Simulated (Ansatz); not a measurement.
# Na on Al(100): change of the work function, part 2 of 3

How does Na on the hollow site change the work function of Al(100) as the layer fills?

Ansatz 0.2.0; plane-wave DFT, PBE, Ansatz PAW.

So far, work function, upper face (eV): step 2 (the clean slab) 4.29.

### 3. Adsorbate added, k-mesh 4×4×1, coverage 0.111 ML

System of this step: Na/Al(100). The cell holds 37 atoms: 36 Al and 1 Na. Its edges and angles: a = 8.591 Å, b = 8.591 Å, c = 26.239 Å, α = 90.0°, β = 90.0°, γ = 90.0°. Vacuum lies along c.

The clean slab as it ended is repeated in the plane and the adsorbate is set on one face; the cell's size fixes the coverage, and the k-mesh shrinks with it to keep the sampling density about even. Adsorbate and upper layers relax, since the dipole depends on the height.

Contents of input.yaml:

```yaml
crystal:
  lattice:
    - [8.5913473914, 0.0, 0.0]
    - [0.0, 8.5913473914, 0.0]
    - [0.0, 0.0, 26.2394690836]
  atoms:
    - { symbol: Al, position: [0.1666666667, 0.1666666667, 0.3429947447] }
    - { symbol: Al, position: [0.0, 0.0, 0.4201685623] }
    - { symbol: Al, position: [0.1666666667, 0.1666666667, 0.4967452753] }
    - { symbol: Al, position: [0.0, 0.0, 0.5749312269] }
    - { symbol: Al, position: [0.1666666667, 0.5, 0.3429947447] }
    - { symbol: Al, position: [0.0, 0.3333333333, 0.4201685623] }
    - { symbol: Al, position: [0.1666666667, 0.5, 0.4967452753] }
    - { symbol: Al, position: [0.0, 0.3333333333, 0.5749312269] }
    - { symbol: Al, position: [0.1666666667, 0.8333333333, 0.3429947447] }
    - { symbol: Al, position: [0.0, 0.6666666667, 0.4201685623] }
    - { symbol: Al, position: [0.1666666667, 0.8333333333, 0.4967452753] }
    - { symbol: Al, position: [0.0, 0.6666666667, 0.5749312269] }
    - { symbol: Al, position: [0.5, 0.1666666667, 0.3429947447] }
    - { symbol: Al, position: [0.3333333333, 0.0, 0.4201685623] }
    - { symbol: Al, position: [0.5, 0.1666666667, 0.4967452753] }
    - { symbol: Al, position: [0.3333333333, 0.0, 0.5749312269] }
    - { symbol: Al, position: [0.5, 0.5, 0.3429947447] }
    - { symbol: Al, position: [0.3333333333, 0.3333333333, 0.4201685623] }
    - { symbol: Al, position: [0.5, 0.5, 0.4967452753] }
    - { symbol: Al, position: [0.3333333333, 0.3333333333, 0.5749312269] }
    - { symbol: Al, position: [0.5, 0.8333333333, 0.3429947447] }
    - { symbol: Al, position: [0.3333333333, 0.6666666667, 0.4201685623] }
    - { symbol: Al, position: [0.5, 0.8333333333, 0.4967452753] }
    - { symbol: Al, position: [0.3333333333, 0.6666666667, 0.5749312269] }
    - { symbol: Al, position: [0.8333333333, 0.1666666667, 0.3429947447] }
    - { symbol: Al, position: [0.6666666667, 0.0, 0.4201685623] }
    - { symbol: Al, position: [0.8333333333, 0.1666666667, 0.4967452753] }
    - { symbol: Al, position: [0.6666666667, 0.0, 0.5749312269] }
    - { symbol: Al, position: [0.8333333333, 0.5, 0.3429947447] }
    - { symbol: Al, position: [0.6666666667, 0.3333333333, 0.4201685623] }
    - { symbol: Al, position: [0.8333333333, 0.5, 0.4967452753] }
    - { symbol: Al, position: [0.6666666667, 0.3333333333, 0.5749312269] }
    - { symbol: Al, position: [0.8333333333, 0.8333333333, 0.3429947447] }
    - { symbol: Al, position: [0.6666666667, 0.6666666667, 0.4201685623] }
    - { symbol: Al, position: [0.8333333333, 0.8333333333, 0.4967452753] }
    - { symbol: Al, position: [0.6666666667, 0.6666666667, 0.5749312269] }
    - { symbol: Na, position: [0.1666666667, 0.1666666667, 0.6570052553] }
kpoints:
  mp_grid: { grid: [4, 4, 1] }
hamiltonian:
  xc: pbe
scf:
  occupations: { method: fermi_dirac, width: 0.1 }
  convergence: { dr2_threshold: 1.0e-08 }
efield:
  axis: 3
  dipole_correction: true
  ramp_position: 0.97
  ramp_width: 0.06
relax:
  f_tol: 0.02
  max_steps: 60
  constraints:
    - { sites: [0, 1, 4, 5, 8, 9, 12, 13, 16, 17, 20, 21, 24, 25, 28, 29, 32, 33] }
output:
  write_potential: true
  write_density: true
  volumetric_format: npy
```

Launch:

```
ansatz run input.yaml --threads 2 --pin off --max-ram 4096MiB --backend cpu --events-out ev --progress --plain --runs-dir out
```

Numbers of over 12 decimals in the logs are rounded to 6 here.

What it wrote:

```text
[...]
Crystal: 37 atoms, lattice volume = 1936.768 Å³
Basis set: ecut = 420 eV, 37935 PW (Γ), exchange–correlation on 120×120×360 points (8 copies of the dense FFT grid, shifted against one another)
Bands: 96, of which v1, the nominal top of the filled ones, is band 59 counted from 1 (58 counted from 0)
Symmetry: 8 space group operations
[...]
k-points: 6 of 16
[...]
SCF iter   1: F=—  HF=-20828.460079 eV  |F-HF|=—  |Δ(HF+E_count)|=         —  Δρ=1.34e-3  dr2=6.32e-1  ethr=1.77e-3  p=0.438 e·Å  D=4.09e-2 V/Å  ΔV_dip=-1.07 eV  dr2_dipole=9.72e-2  V_vac-E_F(+/−)=3.10/4.17 eV  ⟨swp⟩=13.2  Hψ=3583  notcnv=0  defer=2
[...]
SCF iter   8: F=-20828.427925 eV  HF=-20828.427925 eV  |F-HF|=1.32e-8  |Δ(HF+E_count)|=   5.30e-8  Δρ=2.27e-7  dr2=1.97e-9  ethr=8.55e-12  p=0.569 e·Å  D=5.31e-2 V/Å  ΔV_dip=-1.39 eV  dr2_dipole=1.26e-14  V_vac-E_F(+/−)=2.92/4.31 eV  ⟨swp⟩=10.8  Hψ=3622  notcnv=0
SCF 1 converged in 8 iterations: F = -20828.427925 eV  dr2 = 1.97e-9
[...]
relax step   1: F+E_penalty+E_count = -20828.42792537 eV  Δ(F+E_penalty+E_count) = +0.000e0 eV  max|allowed force component| = 6.848e-1 eV/Å  Δτ_max = 0.0000 Å  (8 SCF iters, accepted)
[...]
SCF iter   7: F=-20828.511201 eV  HF=-20828.511201 eV  |F-HF|=1.13e-8  |Δ(HF+E_count)|=   1.46e-7  Δρ=2.90e-7  dr2=2.76e-9  ethr=8.55e-12  p=0.617 e·Å  D=5.76e-2 V/Å  ΔV_dip=-1.51 eV  dr2_dipole=7.32e-11  V_vac-E_F(+/−)=2.80/4.31 eV  ⟨swp⟩=10.8  Hψ=3800  notcnv=0
SCF 2 converged in 7 iterations: F = -20828.511201 eV  dr2 = 2.76e-9
relax step   2: F+E_penalty+E_count = -20828.51120140 eV  Δ(F+E_penalty+E_count) = -8.328e-2 eV  max|allowed force component| = 2.177e-1 eV/Å  Δτ_max = 0.1003 Å  (7 SCF iters, accepted)
SCF iter   1: F=—  HF=-20828.519751 eV  |F-HF|=—  |Δ(HF+E_count)|=         —  Δρ=2.28e-4  dr2=9.71e-3  ethr=1.22e-4  p=0.617 e·Å  D=5.76e-2 V/Å  ΔV_dip=-1.51 eV  dr2_dipole=3.65e-3  V_vac-E_F(+/−)=2.79/4.30 eV  ⟨swp⟩=3.7  Hψ=1258  notcnv=0  defer=20
[...]
SCF iter   7: F=-20828.520880 eV  HF=-20828.520880 eV  |F-HF|=2.82e-9  |Δ(HF+E_count)|=   2.86e-8  Δρ=1.32e-7  dr2=8.80e-10  ethr=8.55e-12  p=0.649 e·Å  D=6.06e-2 V/Å  ΔV_dip=-1.59 eV  dr2_dipole=4.41e-12  V_vac-E_F(+/−)=2.72/4.31 eV  ⟨swp⟩=10.2  Hψ=3586  notcnv=0
SCF 3 converged in 7 iterations: F = -20828.520880 eV  dr2 = 8.80e-10
relax step   3: F+E_penalty+E_count = -20828.52087969 eV  Δ(F+E_penalty+E_count) = -9.678e-3 eV  max|allowed force component| = 3.912e-2 eV/Å  Δτ_max = 0.0769 Å  (7 SCF iters, accepted)
SCF iter   1: F=—  HF=-20828.520095 eV  |F-HF|=—  |Δ(HF+E_count)|=         —  Δρ=4.76e-5  dr2=2.89e-4  ethr=3.17e-6  p=0.649 e·Å  D=6.06e-2 V/Å  ΔV_dip=-1.59 eV  dr2_dipole=3.25e-5  V_vac-E_F(+/−)=2.72/4.31 eV  ⟨swp⟩=2.0  Hψ=1243  notcnv=0  defer=22
[...]
SCF iter   6: F=-20828.521262 eV  HF=-20828.521262 eV  |F-HF|=1.99e-9  |Δ(HF+E_count)|=   2.48e-8  Δρ=8.90e-8  dr2=3.76e-10  ethr=8.55e-12  p=0.655 e·Å  D=6.12e-2 V/Å  ΔV_dip=-1.61 eV  dr2_dipole=4.74e-11  V_vac-E_F(+/−)=2.70/4.31 eV  ⟨swp⟩=10.5  Hψ=3530  notcnv=0
SCF 4 converged in 6 iterations: F = -20828.521262 eV  dr2 = 3.76e-10
relax step   4: F+E_penalty+E_count = -20828.52126243 eV  Δ(F+E_penalty+E_count) = -3.827e-4 eV  max|allowed force component| = 3.037e-3 eV/Å  Δτ_max = 0.0144 Å  (6 SCF iters, accepted)
NSCF: frozen V_eff on 6 k-points
[...]
SCF converged after 6 iterations
Free energy (F): -20828.521262 eV
[...]
Internal energy: -20827.970413 eV  (E = F + TS)
E sigma→0 (E₀):  -20828.245838 eV
Entropy (-TS):   -0.550849 eV (-14.888 meV/atom)
Fermi energy:    0.121450 eV
Dipole field:    D = 0.061212 V/Å  (p = 0.655165 e·Å, saw-weighted, corrected)
Work function:   Φ+ = 2.7003 eV   Φ− = 4.3064 eV
[...]
--- Forces (eV/Å), atoms counted from 1 ---
  atom   1  Al     0.00000000     0.00000000    -0.04102599
  atom   2  Al    -0.00652147    -0.00652147     0.08491811
  atom   3  Al    -0.00000000     0.00000000    -0.00227039
  atom   4  Al    -0.00013761    -0.00013761    -0.00015315
  atom   5  Al     0.00000000     0.01051338    -0.05870487
  atom   6  Al    -0.00652147     0.00652147     0.08491811
  atom   7  Al     0.00000000     0.00014303    -0.00043282
  atom   8  Al    -0.00013761     0.00013761    -0.00015315
  atom   9  Al     0.00000000    -0.01051338    -0.05870487
  atom  10  Al    -0.00772628     0.00000000     0.04711031
  atom  11  Al     0.00000000    -0.00014303    -0.00043282
  atom  12  Al    -0.00064440     0.00000000     0.00033563
  atom  13  Al     0.01051338     0.00000000    -0.05870487
  atom  14  Al     0.00652147    -0.00652147     0.08491811
  atom  15  Al     0.00014303     0.00000000    -0.00043282
  atom  16  Al     0.00013761    -0.00013761    -0.00015315
  atom  17  Al     0.00590017     0.00590017    -0.06595050
  atom  18  Al     0.00652147     0.00652147     0.08491811
  atom  19  Al    -0.00016592    -0.00016592    -0.00014721
  atom  20  Al     0.00013761     0.00013761    -0.00015315
  atom  21  Al     0.00590017    -0.00590017    -0.06595050
  atom  22  Al     0.00772628     0.00000000     0.04711031
  atom  23  Al    -0.00016592     0.00016592    -0.00014721
  atom  24  Al     0.00064440     0.00000000     0.00033563
  atom  25  Al    -0.01051338     0.00000000    -0.05870487
  atom  26  Al     0.00000000    -0.00772628     0.04711031
  atom  27  Al    -0.00014303     0.00000000    -0.00043282
  atom  28  Al     0.00000000    -0.00064440     0.00033563
  atom  29  Al    -0.00590017     0.00590017    -0.06595050
  atom  30  Al     0.00000000     0.00772628     0.04711031
  atom  31  Al     0.00016592    -0.00016592    -0.00014721
  atom  32  Al     0.00000000     0.00064440     0.00033563
  atom  33  Al    -0.00590017    -0.00590017    -0.06595050
  atom  34  Al    -0.00000000     0.00000000     0.01204347
  atom  35  Al     0.00016592     0.00016592    -0.00014721
  atom  36  Al     0.00000000     0.00000000     0.00032183
  atom  37  Na    -0.00000000     0.00000000     0.00303701
  max |Σ_I F_I| component: 7.91e-6 eV/Å
--- Band table (eV; the first three rows and the last of 6) ---
  k-point 0: bands = [... 55 lower, -0.1558, -0.1525, -0.1358, -0.0799, -0.0799, -0.0264, 0.0368, 0.0368, ... 33 higher]
  k-point 1: bands = [... 55 lower, -0.4269, 0.0131, 0.0216, 0.3763, 0.3891, 0.5609, 0.5703, 0.6116, ... 33 higher]
  k-point 2: bands = [... 55 lower, -0.7856, 0.0490, 0.1058, 0.3102, 0.3175, 0.4190, 0.4205, 1.0854, ... 33 higher]
  k-point 5: bands = [... 55 lower, 0.4069, 0.4593, 0.4593, 0.5346, 0.5444, 0.5860, 0.5863, 0.5910, ... 33 higher]
--- Relaxed structure (4 steps of the walk, 4 accepted, 0 SCFs on fresh bases) ---
  F+E_penalty+E_count = -20828.52126243 eV   max|allowed force component| = 3.037e-3 eV/Å
  atoms:
    - { symbol: Al, position: [0.166667, 0.166667, 0.342995] }
    - { symbol: Al, position: [1.6666659794015235e-11, 1.6666659794015235e-11, 0.420169] }
    - { symbol: Al, position: [0.166667, 0.166667, 0.497322] }
    - { symbol: Al, position: [-0.00266364, -0.00266364, 0.573726] }
    - { symbol: Al, position: [0.166667, 0.500000, 0.342995] }
    - { symbol: Al, position: [1.6666659794015235e-11, 0.333333, 0.420169] }
    - { symbol: Al, position: [0.166667, 0.500561, 0.496879] }
    - { symbol: Al, position: [-0.00266364, 0.335997, 0.573726] }
    - { symbol: Al, position: [0.166667, 0.833333, 0.342995] }
    - { symbol: Al, position: [1.6666659794015235e-11, 0.666667, 0.420169] }
    - { symbol: Al, position: [0.166667, 0.832772, 0.496879] }
    - { symbol: Al, position: [-0.000176831, 0.666667, 0.575108] }
    - { symbol: Al, position: [0.500000, 0.166667, 0.342995] }
    - { symbol: Al, position: [0.333333, 1.6666659794015235e-11, 0.420169] }
    - { symbol: Al, position: [0.500561, 0.166667, 0.496879] }
    - { symbol: Al, position: [0.335997, -0.00266364, 0.573726] }
    - { symbol: Al, position: [0.500000, 0.500000, 0.342995] }
    - { symbol: Al, position: [0.333333, 0.333333, 0.420169] }
    - { symbol: Al, position: [0.500772, 0.500772, 0.496783] }
    - { symbol: Al, position: [0.335997, 0.335997, 0.573726] }
    - { symbol: Al, position: [0.500000, 0.833333, 0.342995] }
    - { symbol: Al, position: [0.333333, 0.666667, 0.420169] }
    - { symbol: Al, position: [0.500772, 0.832561, 0.496783] }
    - { symbol: Al, position: [0.333510, 0.666667, 0.575108] }
    - { symbol: Al, position: [0.833333, 0.166667, 0.342995] }
    - { symbol: Al, position: [0.666667, 1.6666659794015235e-11, 0.420169] }
    - { symbol: Al, position: [0.832772, 0.166667, 0.496879] }
    - { symbol: Al, position: [0.666667, -0.000176831, 0.575108] }
    - { symbol: Al, position: [0.833333, 0.500000, 0.342995] }
    - { symbol: Al, position: [0.666667, 0.333333, 0.420169] }
    - { symbol: Al, position: [0.832561, 0.500772, 0.496783] }
    - { symbol: Al, position: [0.666667, 0.333510, 0.575108] }
    - { symbol: Al, position: [0.833333, 0.833333, 0.342995] }
    - { symbol: Al, position: [0.666667, 0.666667, 0.420169] }
    - { symbol: Al, position: [0.832561, 0.832561, 0.496783] }
    - { symbol: Al, position: [0.666667, 0.666667, 0.575199] }
    - { symbol: Na, position: [0.166667, 0.166667, 0.664307] }
```

Elapsed: 6.1 min, on 2 threads of Arm Neoverse N1, shared host; peak memory 2.5 GiB; 11 min of CPU time.

Step by step:

```tsv
step	energy less that of the first step (eV)	largest force component (eV/Å)
1	0.0000	0.6848
2	-0.0833	0.2177
3	-0.0930	0.0391
4	-0.0933	0.0030
```

Forces are held to the 8 operations that the run works with; a distortion that breaks them can't arise in this run.

The atoms that moved most (Å):

```tsv
atom	dx	dy	dz	length
Na37	0.000	0.000	0.192	0.192
Al4	-0.023	-0.023	-0.032	0.045
Al8	-0.023	0.023	-0.032	0.045
Al16	0.023	-0.023	-0.032	0.045
Al20	0.023	0.023	-0.032	0.045
Al3	0.000	0.000	0.015	0.015
Al19	0.007	0.007	0.001	0.009
Al31	-0.007	0.007	0.001	0.009
```

Final coordinates:

```xyz
37
Lattice="8.5913 0.0000 0.0000 0.0000 8.5913 0.0000 0.0000 0.0000 26.2395" Properties=species:S:1:pos:R:3
Al    1.4319    1.4319    9.0000
Al    0.0000    0.0000   11.0250
Al    1.4319    1.4319   13.0495
Al   -0.0229   -0.0229   15.0543
Al    1.4319    4.2957    9.0000
Al    0.0000    2.8638   11.0250
Al    1.4319    4.3005   13.0379
Al   -0.0229    2.8867   15.0543
Al    1.4319    7.1595    9.0000
Al    0.0000    5.7276   11.0250
Al    1.4319    7.1546   13.0379
Al   -0.0015    5.7276   15.0905
Al    4.2957    1.4319    9.0000
Al    2.8638    0.0000   11.0250
Al    4.3005    1.4319   13.0379
Al    2.8867   -0.0229   15.0543
Al    4.2957    4.2957    9.0000
Al    2.8638    2.8638   11.0250
Al    4.3023    4.3023   13.0353
Al    2.8867    2.8867   15.0543
Al    4.2957    7.1595    9.0000
Al    2.8638    5.7276   11.0250
Al    4.3023    7.1528   13.0353
Al    2.8653    5.7276   15.0905
Al    7.1595    1.4319    9.0000
Al    5.7276    0.0000   11.0250
Al    7.1546    1.4319   13.0379
Al    5.7276   -0.0015   15.0905
Al    7.1595    4.2957    9.0000
Al    5.7276    2.8638   11.0250
Al    7.1528    4.3023   13.0353
Al    5.7276    2.8653   15.0905
Al    7.1595    7.1595    9.0000
Al    5.7276    5.7276   11.0250
Al    7.1528    7.1528   13.0353
Al    5.7276    5.7276   15.0929
Na    1.4319    1.4319   17.4311
```

Numbers from this step:

- energy at zero smearing: -20828.2458 eV
- work function, upper face: 2.700 eV
- work function, lower face: 4.306 eV
- dipole along the normal: 0.6552 e·Å
- step between the vacuum levels: -1.606 eV

Running mean over 2.025 Å of the planar mean; the ramp of the sawtooth is left out. The electron's electrostatic potential energy less the Fermi level by z:

```tsv
z (Å)	electron's electrostatic potential energy less the Fermi level (eV)
3.5	4.31
4.0	4.31
4.5	4.31
5.0	4.30
5.5	4.29
6.0	4.24
6.5	4.07
7.0	3.51
7.5	1.88
8.0	-0.513
8.5	-2.82
9.0	-4.17
9.5	-4.50
10.0	-4.55
10.5	-4.57
11.0	-4.58
11.5	-4.59
12.0	-4.60
12.5	-4.60
13.0	-4.57
13.5	-4.54
14.0	-4.52
14.5	-4.48
15.0	-4.26
15.5	-3.17
16.0	-1.15
16.5	0.790
17.0	2.08
17.5	2.38
18.0	2.38
18.5	2.51
19.0	2.65
19.5	2.69
20.0	2.70
20.5	2.70
21.0	2.70
21.5	2.70
22.0	2.70
22.5	2.70
23.0	2.70
```

The relaxation took 4 steps and lowered the energy by 0.093 eV; the largest force on the free atoms ends at 0.0030 eV/Å.

The covered face has 2.70 eV, -1.59 eV against the clean one; the bare back face has moved by +0.00 eV, a measure of how thin the slab is.

(Continued in part 3 of 3.)

[Logs are printed without paths, hosts, clocks, repeated set-up lines and the standing remarks that a program may print on its own settings, such as how far it seeks lower states.]

[Hosts, paths, dates, database ids (printed as entryN), source tags and the programs' standing remarks are cut or masked in the printed files.]

[Maps of the electrostatic potential energy from Ansatz leave out the sawtooth potential of an applied field or a dipole correction, so their vacuum need not be flat; planar profiles and work functions include it.]
